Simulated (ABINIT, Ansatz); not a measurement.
# Converging GW for K2NaScF6 (Fm-3m) in ABINIT, part 2 of 2

Wanted: a converged G0W0 gap of K2NaScF6 (Fm-3m), or an estimate of the limit.

ABINIT 10.8.3; LDA and many-body steps on it, plane waves. Known limits of the many-body steps: not at the basis limit; coarse k mesh.

So far. Step 3 (Screening, 2×2×2 mesh, 96 bands, screening to 76.2 eV): Local fields lower ε∞ by 8 %. On a Γ-centred mesh this coarse the value itself is usually too large, while a short band sum pulls it down. Step 4 (96 bands, 76.2 eV): The gap on the mesh goes from 6.65 eV to 10.85 eV, a correction of +4.20 eV.

### Step 6. 225 bands, 141.5 eV

This step: G0W0 on LDA, plane waves, norm-conserving pseudopotentials.

run.abi reads:

```
acell 3*1.0 Angstrom
rprim 
  -0.000000000000 4.235850000000 4.235850000000
  4.235850000000 -0.000000000000 4.235850000000
  4.235850000000 4.235850000000 -0.000000000000
ntypat 4
znucl 19 11 21 9
natom 10
typat 1 1 2 3 4 4 4 4 4 4
xred 
  0.250000000000 0.250000000000 0.250000000000
  0.750000000000 0.750000000000 0.750000000000
  0.500000000000 0.500000000000 0.500000000000
  0.000000000000 0.000000000000 0.000000000000
  0.765800000000 0.234200000000 0.234200000000
  0.234200000000 0.765800000000 0.234200000000
  0.234200000000 0.765800000000 0.765800000000
  0.765800000000 0.234200000000 0.765800000000
  0.234200000000 0.234200000000 0.765800000000
  0.765800000000 0.765800000000 0.234200000000
pp_dirpath "pseudos"
pseudos "K.upf, Na.upf, Sc.upf, F.upf"
ecut 38
ngkpt 2 2 2
nshiftk 1
shiftk 0 0 0
kptopt 1
chksymbreak 0
istwfk *1
occopt 1
irdwfk 1
optdriver 4
nband 225
gwcalctyp 0
ecutsigx 38
symsigma 1
nkptgw 1
kptgw 
  0.0000000000 0.0000000000 0.0000000000
bdgw 
  38 44
ecuteps 5.2
irdscr 1
ppmodel 1
indata_prefix "in"
outdata_prefix "out"
tmpdata_prefix "tmp"
```

On the command line:

```sh
$ OMP_NUM_THREADS=1 mpirun -n 4 abinit run.abi > log
```

Numbers of over 12 decimals in the logs are rounded to 6 here.

What it wrote:

```text
.Version 10.8.3 of ABINIT. v10.8.2 released Aug 2026.

 Symmetries : space group Fm -3 m (#225); Bravais cF (face-center cubic)
[... echo of the input left out ...]
== DATASET  1 ==================================================================
-   mpi_nproc: 4, omp_nthreads: 1 (-1 if OMP is not activated)

--- !DatasetInfo
iteration_state: {dtset: 1, }
dimensions: {natom: 10, nkpt: 3, mband: 225, nsppol: 1, nspinor: 1, nspden: 1, mpw: 11575, }
cutoff_energies: {ecut:  38.0, pawecutdg:  -1.0, }
electrons: {nelect:   8.00000000E+01, charge:   0.00000000E+00, occopt:   1.00000000E+00, tsmear:   1.00000000E-02, }

 SIGMA: Calculation of the GW corrections

 Based on a program developped by R.W. Godby, V. Olevano, G. Onida, and L. Reining.
 Incorporated in ABINIT by V. Olevano, G.-M. Rignanese, and M. Torrent.
.Using double precision arithmetic ; gwpc =  8

[... cell and pseudopotentials left out ...]
--------------------------------------------------------------------------------

 ==== K-mesh for the wavefunctions ====
 Number of points in the irreducible wedge :     3
[... list of points left out ...]
 Together with 48 symmetry operations and time-reversal symmetry
 yields     8 points in the full Brillouin Zone.

 ==== Q-mesh for screening function ====
 Number of points in the irreducible wedge :     3
[... list of points left out ...]
 Together with 48 symmetry operations and time-reversal symmetry
 yields     8 points in the full Brillouin Zone.

 vcoul_init : cutoff-mode = AUXILIARY_FUNCTION
 q-points for optical limit:   1
     1)      0.000010    0.000020    0.000030
 setmesh: FFT mesh size selected  =    64x   64x   64
          total number of points  =       262144

 Number of electrons calculated from density =   80.0000; Expected =   80.0000
[...]
number of q-points in BZ                            8
 number of frequencies for dSigma/dE                 9
 frequency step for dSigma/dE [eV]                0.25
 number of omega for Sigma on real axis              0
 max omega for Sigma on real axis  [eV]           0.00
 zcut for avoiding poles [eV]                     0.10

 EPSILON^-1 parameters (SCR file):
 dimension of the eps^-1 matrix on file            561
 dimension of the eps^-1 matrix used               561
 number of plane-waves for wavefunctions         11575
 number of bands                                   225
 number of q-points in IBZ                           3
 number of frequencies                               2
 number of real frequencies                          1
 number of imag frequencies                          1

 matrix elements of self-energy operator (all in [eV])

 Perturbative Calculation

--- !SelfEnergy_ee
iteration_state: {dtset: 1, }
kpoint     : [   0.000,    0.000,    0.000, ]
spin       : 1
KS_gap     :    6.651
QP_gap     :   10.407
Delta_QP_KS:    3.756
data: !SigmaeeData |
     Band     E0 <VxcDFT>   SigX SigC(E0)      Z dSigC/dE  Sig(E)    E-E0       E
       38  -0.630 -22.370 -29.691   5.105   0.809  -0.236 -24.163  -1.793  -2.424
       39  -0.630 -22.370 -29.691   5.105   0.809  -0.236 -24.163  -1.793  -2.424
       40  -0.630 -22.370 -29.691   5.105   0.809  -0.236 -24.163  -1.793  -2.424
       41   6.020  -9.648  -4.723  -2.735   0.896  -0.116  -7.685   1.963   7.983
       42   6.774 -18.434 -10.215  -3.841   0.834  -0.199 -14.782   3.652  10.426
       43   6.774 -18.434 -10.215  -3.841   0.834  -0.199 -14.782   3.652  10.426
       44   6.774 -18.434 -10.215  -3.841   0.834  -0.199 -14.782   3.652  10.426

== END DATASET(S) ==============================================================
================================================================================

 -outvars: echo values of variables after computation  --------
           etotal      0.0000000000E+00
            nband         225
             nkpt           3
          spgroup         225
 [... the other variables as echoed above ...]

 Calculation completed.
```

It took 24 s on 4 MPI ranks of Arm Neoverse V1, shared host; peak memory 1.9 GiB; 96 s of CPU time.

This step gave:

* G0W0 gap on the points computed: 10.41 eV
* starting gap on the mesh: 6.651 eV
* k of the valence top: 0, 0, 0
* k of the conduction bottom: 0, 0, 0
* Z at the valence top: 0.809
* Z at the conduction bottom: 0.896
* least direct G0W0 gap on the computed points: 10.41 eV

Against G0W0 in ABINIT (2×2×2 mesh, 96 bands, screening to 76.2 eV, Godby-Needs plasmon pole), the gap moves by −0.439 eV.

### Step 7. Screening, 2×2×2 mesh, 493 bands, screening to 217.7 eV

This step: RPA screening on LDA, plane waves, norm-conserving pseudopotentials.

run.abi, as its differences from that of step 6:

```diff
@@ -31,15 +31,8 @@
 irdwfk 1
-optdriver 4
-nband 225
-gwcalctyp 0
-ecutsigx 38
-symsigma 1
-nkptgw 1
-kptgw 
-  0.0000000000 0.0000000000 0.0000000000
-bdgw 
-  38 44
-ecuteps 5.2
-irdscr 1
-ppmodel 1
+optdriver 3
+nband 493
+ecuteps 8
+inclvkb 2
+awtr 1
+symchi 1
 indata_prefix "in"
```

What it wrote:

```text
.Version 10.8.3 of ABINIT. v10.8.2 released Aug 2026.

 Symmetries : space group Fm -3 m (#225); Bravais cF (face-center cubic)
[... echo of the input left out ...]
== DATASET  1 ==================================================================
-   mpi_nproc: 4, omp_nthreads: 1 (-1 if OMP is not activated)

--- !DatasetInfo
iteration_state: {dtset: 1, }
dimensions: {natom: 10, nkpt: 3, mband: 493, nsppol: 1, nspinor: 1, nspden: 1, mpw: 11575, }
cutoff_energies: {ecut:  38.0, pawecutdg:  -1.0, }
[...]
--------------------------------------------------------------------------------
[... chi0 elements left out ...]
 For q-point:  0.000010 0.000020 0.000030
  dielectric constant =   2.0625
  dielectric constant without local fields =   2.2895

  Average fulfillment of the sum rule on Im[epsilon] for q-point    1 :     71.10  [%]
[... wings left out ...]
  q-point number  2        q = ( 0.500000, 0.000000, 0.000000) [r.l.u.]
--------------------------------------------------------------------------------
[... chi0 elements left out ...]
  Average fulfillment of the sum rule on Im[epsilon] for q-point    2 :     73.85  [%]

 [... 1 further q-points ...]
```

The job ended after 6.5 min (4 MPI ranks; peak memory 3.9 GiB).

Numbers from this step:

```
ε∞ with local fields, on this mesh, along the program's q direction : 2.062
the same without local fields                                       : 2.289
plasma frequency                                                    : 26.94 eV
plane waves in the screening matrix                                 : 1067
```

### Step 8. 493 bands, 217.7 eV

This step: G0W0 on LDA, plane waves, norm-conserving pseudopotentials.

run.abi, as its differences from that of step 7:

```diff
@@ -31,8 +31,15 @@
 irdwfk 1
-optdriver 3
+optdriver 4
 nband 493
+gwcalctyp 0
+ecutsigx 38
+symsigma 1
+nkptgw 1
+kptgw 
+  0.0000000000 0.0000000000 0.0000000000
+bdgw 
+  38 44
 ecuteps 8
-inclvkb 2
-awtr 1
-symchi 1
+irdscr 1
+ppmodel 1
 indata_prefix "in"
```

What it wrote:

```text
.Version 10.8.3 of ABINIT. v10.8.2 released Aug 2026.

 Symmetries : space group Fm -3 m (#225); Bravais cF (face-center cubic)
[... echo of the input left out ...]
== DATASET  1 ==================================================================
-   mpi_nproc: 4, omp_nthreads: 1 (-1 if OMP is not activated)

--- !DatasetInfo
iteration_state: {dtset: 1, }
dimensions: {natom: 10, nkpt: 3, mband: 493, nsppol: 1, nspinor: 1, nspden: 1, mpw: 11575, }
cutoff_energies: {ecut:  38.0, pawecutdg:  -1.0, }
[...]
42   6.774 -18.434 -10.215  -4.269   0.836  -0.196 -15.131   3.304  10.077
       43   6.774 -18.434 -10.215  -4.269   0.836  -0.196 -15.131   3.304  10.077
       44   6.774 -18.434 -10.215  -4.269   0.836  -0.196 -15.131   3.304  10.077

== END DATASET(S) ==============================================================
================================================================================

 -outvars: echo values of variables after computation  --------
           etotal      0.0000000000E+00
            nband         493
             nkpt           3
          spgroup         225
 [... the other variables as echoed above ...]

 Calculation completed.
```

It took 2.4 min on 4 MPI ranks; peak memory 3.9 GiB; 9.5 min of CPU time.

Numbers from this step:

```
G0W0 gap on the points computed              : 10.46 eV
starting gap on the mesh                     : 6.651 eV
k of the valence top                         : 0, 0, 0
k of the conduction bottom                   : 0, 0, 0
least direct G0W0 gap on the computed points : 10.46 eV
```

Against G0W0 in ABINIT (2×2×2 mesh, 225 bands, screening to 141.5 eV, Godby-Needs plasmon pole), the gap moves by +0.048 eV.

### Step 9. The runs together

Times are wall times on 4 MPI ranks of Arm Neoverse V1, shared host, good to a factor of about two. A run's time includes the screening step that it read.

```
                run   mesh  bands  screening cutoff (eV)  DFT gap (eV)  gap on the mesh (eV)  direct (eV)  ε∞ used     time
  96 bands, 76.2 eV  2×2×2     96                   76.2         6.651                10.846       10.846     2.02     40 s
225 bands, 141.5 eV  2×2×2    225                  141.5         6.651                10.407       10.407     2.06  2.4 min
493 bands, 217.7 eV  2×2×2    493                  217.7         6.651                10.455       10.455     2.06  8.8 min
```

### Step 10. Outcome

| Item | Value |
| --- | --- |
| 96 bands, 76.2 eV | 10.846 eV |
| 225 bands, 141.5 eV | 10.407 eV |
| 493 bands, 217.7 eV | 10.455 eV |
| known limits | not at the basis limit; coarse k mesh |

What this shows: From the first rung to the last the gap moves by −0.39 eV for 13 times the time. The gap turns back along the series, so no limit is drawn from it. In the G0W0 runs levels were corrected at 1 k point alone, so a gap called «on the mesh» is the least over those, and an edge elsewhere would be missed. The 2×2×2 mesh is coarse for this cell, which bears on the long-range parts of exchange and screening.

[Paths, hosts, dates, memory and timing lines, banners, echoed tables and standing remarks are left out of the program output.]

[Logs are printed without paths, hosts, clocks, repeated set-up lines and the standing remarks that a program may print on its own settings, such as how far it seeks lower states.]

[Runs of the session that timed out or met a known fault of the program may be left out.]

[Hosts, paths, dates, database ids (printed as entryN), source tags and the programs' standing remarks are cut or masked in the printed files.]

[G0W0 gaps are taken among the corrected bands and points alone; a level outside them can change the order at an edge.]

[Where Ansatz stands beside ABINIT at settings called matched, ABINIT's density can come from a denser mesh and the files from another edition; pairs whose starting gaps differed by over 0.03 eV were left out, so agreement reads better than it is.]
